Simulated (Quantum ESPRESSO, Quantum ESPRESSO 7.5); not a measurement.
# Co(0001), stepped through the number of layers

What law, if any, do the results for Co(0001) follow against the number of layers?

Program: Quantum ESPRESSO 7.5. Level of theory: plane-wave DFT, PBE, GBRV ultrasoft pseudopotentials. Results are calculated unless marked as measured.

Experimental background.

For Co (polycrystalline sample, no single face), “Anisotropic work function of elemental crystals” (2019, arxiv:1902.07811) quotes earlier work: work function, loosely compared (polycrystalline sample, no single face) 5 eV.

## (1) Starting point

The structure is hexagonal, space group P6_3/mmc (No. 194). The conventional cell has a = 2.510 Å, b = 2.510 Å, c = 4.071 Å, α = 90.00°, β = 90.00°, γ = 120.00°. Nearest to Co lie 12 Co at 2.50 to 2.51 Å.

Set-up: Symmetric 1×1 slabs with 16 Å of vacuum in the starting cell; the two outer layers of each face relax in a periodic cell and the inner ones are held; a run under open boundaries (ESM, bc1) then gives the work function. Cold smearing of 0.02 Ry, one mesh for all thicknesses. The slabs take the lattice constants of the bulk relaxed by the same program.

Members 6, 7, 8 and 9 took the same steps and show in the table alone.

## (2) Variable-cell relaxation of the reference

The bulk crystal is relaxed in cell and atoms; the members are built on its lattice constants.

Contents of ref.vc.in:

```
&control
  prefix = 'ref.vc'
  outdir = './out'
  pseudo_dir = './pseudo'
  nstep = 40
  forc_conv_thr = 0.0003
  calculation = 'vc-relax'
/
&system
  ibrav = 0
  nat = 2
  ntyp = 1
  ecutwfc = 50
  ecutrho = 250
  occupations = 'smearing'
  smearing = 'mv'
  degauss = 0.02
  nspin = 2
  starting_magnetization(1) = 0.28
/
&electrons
  conv_thr = 1e-09
  mixing_beta = 0.4
  electron_maxstep = 120
/
&ions
/
&cell
  press_conv_thr = 0.3
/
ATOMIC_SPECIES
  Co  58.9332  co_pbe_v1.2.uspp.F.UPF
CELL_PARAMETERS angstrom
  2.51000000000000 0.00000000000000 0.00000000000000
  -1.25500000000000 2.17372376349894 0.00000000000000
  0.00000000000000 0.00000000000000 4.07122000000000
ATOMIC_POSITIONS crystal
  Co  0.333333333333 0.666666666667 0.250000000000
  Co  0.666666666667 0.333333333333 0.750000000000
K_POINTS automatic
  19 19 10 0 0 0
```

Started as:

```
$ OMP_NUM_THREADS=1 mpirun -n 4 pw.x -nk 4 -in ref.vc.in > ref.vc.out
```

The program printed:

```text
Program PWSCF v.7.5 starts
[citation notice left out]

     Parallel version (MPI & OpenMP), running on       4 processor cores
     Number of MPI processes:                 4
     Threads/MPI process:                     1

     MPI processes distributed on     1 nodes
[...]
Current dimensions of program PWSCF are:
     Max number of different atomic species (ntypx) = 10
     Max number of k-points (npk) =  40000
     Max angular momentum in pseudopotentials (lmaxx) =  4
     Message from routine setup:
     using ibrav=0 with symmetry is DISCOURAGED, use correct ibrav instead

     K-points division:     npool     =       4
     Subspace diagonalization in iterative solution of the eigenvalue problem:
     a serial algorithm will be used

     G-vector sticks info
     --------------------
     sticks:   dense  smooth     PW     G-vecs:    dense   smooth      PW
     Sum         379     313     97                 9909     7199    1303

     Using Slab Decomposition

     bravais-lattice index     =            0
     lattice parameter (alat)  =       4.7432  a.u.
     unit-cell volume          =     149.8992 (a.u.)^3
     number of atoms/cell      =            2
     number of atomic types    =            1
     number of electrons       =        34.00
     number of Kohn-Sham states=           21
     kinetic-energy cutoff     =      50.0000  Ry
     charge density cutoff     =     250.0000  Ry
     scf convergence threshold =      1.0E-09
     mixing beta               =       0.4000
     number of iterations used =            8  plain     mixing
     energy convergence thresh.=      1.0E-04
     force convergence thresh. =      3.0E-04
     press convergence thresh. =      3.0E-01
     Exchange-correlation= SLA  PW   PBE  PBE
                           (   1   4   3   4   0   0   0)
     nstep                     =           40

     celldm(1)=   4.743213  celldm(2)=   0.000000  celldm(3)=   0.000000
     celldm(4)=   0.000000  celldm(5)=   0.000000  celldm(6)=   0.000000

     crystal axes: (cart. coord. in units of alat)
               a(1) = (   1.000000   0.000000   0.000000 )
               a(2) = (  -0.500000   0.866025   0.000000 )
               a(3) = (   0.000000   0.000000   1.622000 )

     reciprocal axes: (cart. coord. in units 2 pi/alat)
               b(1) = (  1.000000  0.577350 -0.000000 )
               b(2) = (  0.000000  1.154701  0.000000 )
               b(3) = (  0.000000 -0.000000  0.616523 )

     PseudoPot. # 1 for Co read from file:
     ./pseudo/co_pbe_v1.2.uspp.F.UPF
     Pseudo is Ultrasoft + core correction, Zval = 17.0
     Generated by new atomic code, or converted to UPF format
     Using radial grid of  863 points,  6 beta functions with:
                l(1) =   0
                l(2) =   0
                l(3) =   1
                l(4) =   1
                l(5) =   2
                l(6) =   2
     Q(r) pseudized with  8 coefficients,  rinner =    1.200   1.200   1.200
                                                       1.200   1.200

     atomic species   valence    mass     pseudopotential
     Co               17.00    58.93320     Co( 1.00)

     Starting magnetic structure
     atomic species   magnetization
     Co              0.280

     24 Sym. Ops., with inversion, found (12 have fractional translation)

   Cartesian axes

     site n.     atom                  positions (alat units)
         1        Co     tau(   1) = (  -0.0000000   0.5773503   0.4055000  )
         2        Co     tau(   2) = (   0.5000000   0.2886751   1.2165000  )

     number of k points=   240  Marzari-Vanderbilt smearing, width (Ry)=  0.0200

     Number of k-points >= 100: set verbosity='high' to print them.

     Dense  grid:     9909 G-vectors     FFT dimensions: (  24,  24,  40)

     Smooth grid:     7199 G-vectors     FFT dimensions: (  24,  24,  36)

     Estimated max dynamical RAM per process >      55.08 MB

     Estimated total dynamical RAM >     205.82 MB

     Check: negative core charge=   -0.000042
     Generating pointlists ...
     new r_m :   0.4107 (alat units)  1.9478 (a.u.) for type    1

     Initial potential from superposition of free atoms

     starting charge      32.0000, renormalised to      34.0000
     Starting wfcs are   26 randomized atomic wfcs

     total cpu time spent up to now is        2.9 secs

     per-process dynamical memory:    51.4 Mb

     Self-consistent Calculation

     iteration #  1     ecut=    50.00 Ry     beta= 0.40
     Davidson diagonalization with overlap
     ethr =  1.00E-02,  avg # of iterations =  2.5

     total cpu time spent up to now is        9.7 secs

     total energy              =    -592.67081878 Ry
     estimated scf accuracy    <      13.89414853 Ry

     total magnetization       =     4.24 Bohr mag/cell
     absolute magnetization    =     4.40 Bohr mag/cell

     iteration #  2     ecut=    50.00 Ry     beta= 0.40
[...]
total energy              =    -596.13297991 Ry
     estimated scf accuracy    <       4.47540665 Ry

     total magnetization       =     3.06 Bohr mag/cell
     absolute magnetization    =     3.42 Bohr mag/cell

     iteration #  3     ecut=    50.00 Ry     beta= 0.40
[...]
total energy              =    -596.95369549 Ry
     estimated scf accuracy    <       0.10181192 Ry

     total magnetization       =     3.97 Bohr mag/cell
     absolute magnetization    =     4.35 Bohr mag/cell

     iteration #  4     ecut=    50.00 Ry     beta= 0.40
[...]
total energy              =    -596.97588351 Ry
     estimated scf accuracy    <       0.02699431 Ry

     total magnetization       =     3.54 Bohr mag/cell
     absolute magnetization    =     3.99 Bohr mag/cell

     iteration #  5     ecut=    50.00 Ry     beta= 0.40
[...]
total energy              =    -596.97744653 Ry
     estimated scf accuracy    <       0.00851529 Ry

     total magnetization       =     3.43 Bohr mag/cell
     absolute magnetization    =     3.88 Bohr mag/cell

     iteration #  6     ecut=    50.00 Ry     beta= 0.40
[...]
total energy              =    -596.97890344 Ry
     estimated scf accuracy    <       0.00051151 Ry

     total magnetization       =     3.36 Bohr mag/cell
     absolute magnetization    =     3.76 Bohr mag/cell

[...]
Cell gradient error     =      4.0E+00 kbar

     number of scf cycles    =   2
     number of bfgs steps    =   1

     enthalpy           old  =    -596.9790740855 Ry
     enthalpy           new  =    -596.9797389305 Ry

     CASE: enthalpy          _new < enthalpy          _old

     new trust radius        =       0.0015207082 bohr
     new conv_thr            =            1.0E-11 Ry

     new unit-cell volume =    146.15975 a.u.^3 (    21.65864 Ang^3 )
     density =      9.03666 g/cm^3

CELL_PARAMETERS (angstrom)
   2.490079811  -0.000000000   0.000000000
  -1.245039905   2.156472374   0.000000000
   0.000000000   0.000000000   4.033425385

ATOMIC_POSITIONS (crystal)
Co               0.3333333333        0.6666666667        0.2500000000
Co               0.6666666667        0.3333333333        0.7500000000

[...]
NEW-OLD atomic charge density approx. for the potential
     New effective cutoffs (rho, wfc):  252.45   50.94

     Check: negative core charge=   -0.000046
     Generating pointlists ...

     total cpu time spent up to now is      123.0 secs

     per-process dynamical memory:    58.7 Mb

     Self-consistent Calculation

     iteration #  1     ecut=    50.00 Ry     beta= 0.40
     Davidson diagonalization with overlap
     ethr =  1.00E-06,  avg # of iterations =  2.0

     Threshold (ethr) on eigenvalues was too large:
     Diagonalizing with lowered threshold

     Davidson diagonalization with overlap
     ethr =  6.50E-10,  avg # of iterations =  4.1

     total cpu time spent up to now is      136.5 secs

     total energy              =    -596.97974240 Ry
     estimated scf accuracy    <       0.00000037 Ry

     total magnetization       =     3.29 Bohr mag/cell
     absolute magnetization    =     3.66 Bohr mag/cell

[...]
iteration #  7     ecut=    50.00 Ry     beta= 0.40
[...]
Magnetic moment per site  (integrated on atomic sphere of radius R)
     atom   1 (R=0.411)  charge= 15.6440  magn=  1.7281
     atom   2 (R=0.411)  charge= 15.6440  magn=  1.7281

[...]
End of self-consistent calculation

     Number of k-points >= 100: set verbosity='high' to print the bands.

     the Fermi energy is    18.5239 ev

!    total energy              =    -596.97974252 Ry
     estimated scf accuracy    <          2.1E-12 Ry
     smearing contrib. (-TS)   =       0.00106580 Ry
     internal energy E=F+TS    =    -596.98080832 Ry

     The total energy is F=E-TS. E is the sum of the following terms:
     one-electron contribution =    -308.73610019 Ry
     hartree contribution      =     176.40535055 Ry
     xc contribution           =     -65.36897746 Ry
     ewald contribution        =    -399.28108123 Ry

     total magnetization       =     3.29 Bohr mag/cell
     absolute magnetization    =     3.66 Bohr mag/cell

     convergence has been achieved in   7 iterations

     Forces acting on atoms (cartesian axes, Ry/au):

     atom    1 type  1   force =     0.00000000    0.00000000   -0.00000000
     atom    2 type  1   force =    -0.00000000   -0.00000000    0.00000000

     Total force =     0.000000     Total SCF correction =     0.000000

     Computing stress (Cartesian axis) and pressure

          total   stress  (Ry/bohr**3)                   (kbar)     P=        0.50
   0.00000753   0.00000000  -0.00000000            1.11        0.00       -0.00
   0.00000000   0.00000753  -0.00000000            0.00        1.11       -0.00
  -0.00000000  -0.00000000  -0.00000494           -0.00       -0.00       -0.73

     Energy error            =      3.6E-06 Ry
     Gradient error          =      8.7E-27 Ry/Bohr
     Cell gradient error     =      1.1E+00 kbar

     number of scf cycles    =   3
     number of bfgs steps    =   2

     enthalpy           old  =    -596.9797389305 Ry
     enthalpy           new  =    -596.9797425203 Ry

     CASE: enthalpy          _new < enthalpy          _old

     new trust radius        =       0.0006472396 bohr
     new conv_thr            =            1.0E-11 Ry

     new unit-cell volume =    146.21225 a.u.^3 (    21.66642 Ang^3 )
     density =      9.03342 g/cm^3

CELL_PARAMETERS (angstrom)
   2.490746363  -0.000000000   0.000000000
  -1.245373182   2.157049625   0.000000000
   0.000000000   0.000000000   4.032714806

ATOMIC_POSITIONS (crystal)
Co               0.3333333333        0.6666666667        0.2500000000
Co               0.6666666667        0.3333333333        0.7500000000

[...]
NEW-OLD atomic charge density approx. for the potential
     New effective cutoffs (rho, wfc):  252.53   50.95

     Check: negative core charge=   -0.000046
     Generating pointlists ...

     total cpu time spent up to now is      171.5 secs

     per-process dynamical memory:    58.7 Mb

[...]
!    total energy              =    -596.97974290 Ry
[...]
Total force =     0.000000     Total SCF correction =     0.000000
[...]
number of bfgs steps    =   3
[...]
new trust radius        =       0.0002643833 bohr
[...]
!    total energy              =    -596.97974293 Ry
[...]
Total force =     0.000000     Total SCF correction =     0.000000
[...]
Self-consistent Calculation

     iteration #  1     ecut=    50.00 Ry     beta= 0.40
     Davidson diagonalization with overlap
     ethr =  1.00E-06,  avg # of iterations = 11.2

     total cpu time spent up to now is      281.1 secs

     total energy              =    -592.09807037 Ry
     estimated scf accuracy    <      14.60319190 Ry

     total magnetization       =     2.02 Bohr mag/cell
     absolute magnetization    =     2.06 Bohr mag/cell

[...]
iteration # 15     ecut=    50.00 Ry     beta= 0.40
[...]
Magnetic moment per site  (integrated on atomic sphere of radius R)
     atom   1 (R=0.411)  charge= 15.6436  magn=  1.7282
     atom   2 (R=0.411)  charge= 15.6436  magn=  1.7282

[...]
End of self-consistent calculation

     Number of k-points >= 100: set verbosity='high' to print the bands.

     the Fermi energy is    18.5182 ev

!    total energy              =    -596.97956458 Ry
     estimated scf accuracy    <          9.7E-12 Ry
     smearing contrib. (-TS)   =       0.00107170 Ry
     internal energy E=F+TS    =    -596.98063629 Ry

     The total energy is F=E-TS. E is the sum of the following terms:
     one-electron contribution =    -308.79159620 Ry
     hartree contribution      =     176.42665942 Ry
     xc contribution           =     -65.36867954 Ry
     ewald contribution        =    -399.24701998 Ry

     total magnetization       =     3.29 Bohr mag/cell
     absolute magnetization    =     3.66 Bohr mag/cell

     convergence has been achieved in  15 iterations

     Forces acting on atoms (cartesian axes, Ry/au):

     atom    1 type  1   force =     0.00000000    0.00000000   -0.00000000
     atom    2 type  1   force =    -0.00000000   -0.00000000    0.00000000

     Total force =     0.000000     Total SCF correction =     0.000000

     Computing stress (Cartesian axis) and pressure

          total   stress  (Ry/bohr**3)                   (kbar)     P=       -0.83
  -0.00000517  -0.00000000   0.00000000           -0.76       -0.00        0.00
   0.00000000  -0.00000517   0.00000000            0.00       -0.76        0.00
   0.00000000   0.00000000  -0.00000656            0.00        0.00       -0.96

[...]
=------------------------------------------------------------------------------=
   JOB DONE.
=------------------------------------------------------------------------------=
```

Run time: 6.1 min. Hardware: 4 MPI ranks of Arm Neoverse N1, shared host; peak memory 0.37 GiB.

The steps of the relaxation:

```csv
step,energy less that of the first step (eV),largest force (eV/Å),volume (Å³)
1,0.0000,0.0000,22.21
2,-0.0090,0.0000,21.63
3,-0.0091,0.0000,21.66
4,-0.0091,0.0000,21.67
5,-0.0091,0.0000,21.66
6,-0.0067,0.0000,21.66
```

```csv
"conventional cell, symmetrised",before,after,change
a (Å),2.510,2.491,-0.8 %
b (Å),2.510,2.491,-0.8 %
c (Å),4.071,4.032,-1.0 %
volume (Å³/atom),11.11,10.83,-2.5 %
```

The relaxed structure:

```
Co
1.0
     2.49075    0.00000    0.00000
    -1.24537    2.15705    0.00000
     0.00000    0.00000    4.03227
Co
2
Direct
  0.33333 0.66667 0.25000
  0.66667 0.33333 0.75000
```

 The last row is no step: it is a fresh SCF in the final cell with a new plane-wave basis, +2 meV from the row before.

Read from the output:

- free energy: -8122.3208 eV
- Fermi energy: 18.52 eV
- magnetization: 3.29 μB
- absolute magnetization: 3.66 μB
- site moments: 1.728, 1.728 μB

[end of part 1 of 10]

[Logs are printed without paths, hosts, clocks, repeated set-up lines and the standing remarks that a program may print on its own settings, such as how far it seeks lower states.]

[Hosts, paths, dates, database ids (printed as entryN), source tags and the programs' standing remarks are cut or masked in the printed files.]

[Maps of the electrostatic potential energy from Ansatz leave out the sawtooth potential of an applied field or a dipole correction, so their vacuum need not be flat; planar profiles and work functions include it.]
